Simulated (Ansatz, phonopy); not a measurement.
# BAs (F-43m): a volume series of phonon spectra, part 5 of 5

Wanted: mode Grüneisen parameters of BAs and a free-energy fit over volumes.

What experiment has found for this phase:
- volume expansion coefficient 11.55 1e-6/K near room temperature (given in “Basic Physical Properties of Cubic Boron Arsenide (three times its linear coefficient)”, 2019, arxiv:1911.11281)
- volume expansion coefficient 10.8 1e-6/K near room temperature (given in “Thermal expansion coefficients of high thermal conducting BAs and BP materials (three times its linear coefficient)”, 2019, arxiv:1906.04101)

Ansatz 0.2.0; DFT LDA, scalar-relativistic, plane waves, PAW.

So far. Step 14 (A cell at another volume, V/V0 1.05): The run ends at a pressure of -6.49 GPa. Step 15 (Lattice dynamics at this volume, V/V0 1.05): No mode is imaginary beyond numerical noise at the solved wavevectors. The highest zone-centre mode (no LO–TO term) moved by -4.8 % for a volume change of +5.0 %.

**16. Mode Grüneisen parameters**

This step: DFT LDA, scalar-relativistic, plane waves, PAW (phonopy 4.10.0).

This step gave:

| Quantity | Value |
| --- | --- |
| share of modes with a negative Grüneisen parameter | 0.012 |

Mean Grüneisen, by row:

```
T (K)  heat-capacity-weighted mean  root mean square
   50                        0.395             0.502
  100                        0.502             0.616
  200                        0.683             0.805
  300                        0.792             0.907
  500                        0.868             0.971
  800                        0.896             0.995
```

Table of mean mode Grueneisen parameter by wavenumber:

```csv
wavenumber (cm⁻¹),mean mode Grueneisen parameter
12,-
37,0.444
86,0.486
111,0.426
161,0.276
185,0.308
210,0.53
259,0.935
284,0.99
309,1.02
358,-
383,-
432,-
457,-
482,-
531,-
556,-
581,-
630,1.37
655,1.3
704,1.2
729,1.21
```

Volume series, by row:

```
 V/V0  V (Å³/atom)  pressure (GPa)  E - E0 (meV/atom)  gap (eV)  zero-point energy (meV/atom)  lowest on the path (cm⁻¹)  highest at Gamma without the LO-TO term (cm⁻¹)
 0.97        12.85           4.775              5.778     1.082                         85.17                          0                                           721.8
0.985        13.05           2.301              1.413     1.096                         83.75                          0                                           710.8
    1        13.25           0.009                  0      1.11                         82.37                          0                                             700
1.015        13.44          -2.116              1.325     1.124                         81.02                          0                                           689.5
 1.03        13.64          -4.085              5.179     1.137                          79.7                          0                                           679.3
 1.05        13.91          -6.487              13.95     1.154                         77.98                          0                                           666.1
```

Optical frequency at Gamma without the LO-TO term, mode 4 against V/V0:

| V/V0 | optical frequency at Gamma without the LO-TO term, mode 4 (cm⁻¹) |
| --- | --- |
| 0.9700 | 722 |
| 0.9850 | 711 |
| 1.0000 | 700 |
| 1.0150 | 690 |
| 1.0300 | 679 |
| 1.0500 | 666 |

Grüneisen at points, by row:

```csv
point,branch,frequency (cm⁻¹),mode Grüneisen parameter
Γ,4,700,1.01
Γ,6,704.2,1.07
X,1,192.7,-0.02
X,3,321.7,1.01
X,4,640.5,1.41
X,6,741,1.08
U,1,191.3,0.07
U,2,246.3,0.65
U,3,289.7,0.97
U,4,629.8,1.4
U,5,645.1,1.37
U,6,725.3,1.25
K,1,191.3,0.07
K,2,246.3,0.65
K,3,289.7,0.97
K,4,629.8,1.4
K,5,645.1,1.37
K,6,725.3,1.25
L,1,139,-0.18
L,3,312.7,1.08
L,4,677.1,1.19
L,6,713,1.16
W,1,225.1,0.48
W,2,258,0.48
W,3,266.9,1.1
W,4,630.5,1.29
W,5,641.5,1.46
W,6,716.6,1.33
```

**17. Free-energy fit**

This step gave:

```
volume expansion coefficient at 300 K : 11.95 1e-6/K
isothermal bulk modulus at 300 K      : 142.7 GPa
C_P at 300 K                          : 17.12 J/mol-atom/K
Grüneisen parameter at 300 K          : 0.804
```

The energy (each curve on its own zero) by volume; values in meV/atom:

| volume (Å³/atom) | static | F at 0 K | F at 300 K | F at 900 K |
| --- | --- | --- | --- | --- |
| 12.848 | 5.78 | 9.28 | 10 | 14.5 |
| 13.047 | 1.41 | 3.5 | 3.95 | 6.72 |
| 13.245 | 0 | 0.71 | 0.88 | 1.89 |
| 13.444 | 1.32 | 0.68 | 0.57 | -0.2 |
| 13.643 | 5.18 | 3.21 | 2.8 | 0.25 |
| 13.908 | 13.9 | 10.3 | 9.45 | 4.49 |

Phonopy-qha, vinet fit of F(V) at each temperature; no electronic free energy. Qha vinet, by row:

| T (K) | fitted volume (Å³/atom) | alpha_V (1e-6/K) | B_T (GPa) | C_P (J/mol-atom/K) | Grueneisen |
| --- | --- | --- | --- | --- | --- |
| 100 | 13.35 | 2.85 | 144.1 | 6.366 | 0.515 |
| 150 | 13.35 | 5.19 | 143.9 | 9.832 | 0.6107 |
| 200 | 13.35 | 7.66 | 143.6 | 12.71 | 0.6963 |
| 250 | 13.36 | 9.98 | 143.2 | 15.15 | 0.7601 |
| 300 | 13.37 | 11.95 | 142.7 | 17.12 | 0.8039 |
| 350 | 13.38 | 13.53 | 142.2 | 18.66 | 0.8338 |
| 400 | 13.39 | 14.78 | 141.7 | 19.85 | 0.8547 |
| 450 | 13.4 | 15.77 | 141.2 | 20.77 | 0.8699 |
| 500 | 13.41 | 16.56 | 140.6 | 21.5 | 0.8812 |
| 550 | 13.42 | 17.21 | 140.1 | 22.08 | 0.89 |
| 600 | 13.43 | 17.75 | 139.5 | 22.55 | 0.8969 |
| 650 | 13.44 | 18.21 | 138.9 | 22.93 | 0.9025 |
| 700 | 13.45 | 18.6 | 138.3 | 23.25 | 0.9072 |
| 750 | 13.47 | 18.93 | 137.8 | 23.52 | 0.9112 |
| 800 | 13.48 | 19.23 | 137.2 | 23.75 | 0.9147 |
| 850 | 13.49 | 19.5 | 136.6 | 23.94 | 0.9177 |

Table of volume expansion coefficient, phonopy-qha, Vinet by temperature:

temperature (K), volume expansion coefficient, phonopy-qha, Vinet (1e-6/K) and a bar:
```
       75        1.7 
      100        2.9 ##
      125        4.0 ####
      150        5.2 ######
      175        6.4 ########
      225        8.9 ############
      250       10.0 ##############
      275       11.0 ################
      300       11.9 #################
      325       12.8 ###################
      350       13.5 ####################
      375       14.2 #####################
      400       14.8 ######################
      425       15.3 #######################
      450       15.8 ########################
      500       16.6 #########################
      525       16.9 #########################
      550       17.2 ##########################
      575       17.5 ##########################
      600       17.8 ###########################
      625       18.0 ###########################
      650       18.2 ############################
      675       18.4 ############################
      700       18.6 ############################
      725       18.8 #############################
      775       19.1 #############################
      800       19.2 #############################
      825       19.4 ##############################
      850       19.5 ##############################
      875       19.6 ##############################
```

The fit gives a volume expansion of 11.9 × 10⁻⁶/K at 300 K.

**18. Outcome**

```
volume expansion coefficient at 300 K  : 11.95 1e-6/K
isothermal bulk modulus at 300 K       : 142.7 GPa
C_P at 300 K                           : 17.12 J/mol-atom/K
Grüneisen parameter at 300 K           : 0.804
mean mode Grüneisen parameter at 300 K : 0.792
```

**Reading.** Near room temperature BAs expands by 11.9 × 10⁻⁶/K in volume by LDA, with C_P = 17.1 J/(mol K) per mole of atoms and B_T = 143 GPa. C_P at room temperature is 69 % of the classical 3R an atom, so the stiffest modes are still partly frozen out. A measured volume expansion coefficient near room temperature is 11.55 1e-6/K (arxiv:1911.11281); the calculated 11.9 1e-6/K differs by +3 %. The heat-capacity-weighted Grüneisen parameter goes from 0.395 at 50 K to 0.896 at 800 K. Weighting γ by the density of states and each mode's heat capacity at 300 K, modes below 250 cm⁻¹ give about 26 % of the sum of γC that drives the expansion, those up to 500 cm⁻¹ 22 % and the rest 52 %. Among the labelled points γ is largest for branch 5 at W (642 cm⁻¹, 1.5) and most negative for branch 1 at L (139 cm⁻¹, -0.18). The interpolation has no quadrupole term, so branches near the zone centre are less sure, since this crystal has sites that are not centres of inversion. The PAW files were made for PBE and are used here under another functional, for which the program regenerates the frozen cores.

[Logs are printed without paths, hosts, clocks, repeated set-up lines and the standing remarks that a program may print on its own settings, such as how far it seeks lower states.]

[Hosts, paths, dates, database ids (printed as entryN), source tags and the programs' standing remarks are cut or masked in the printed files.]

[A step with changed settings may run another functional than the one named; its input shows which.]

[Of the runs on displaced cells, only some may be shown.]
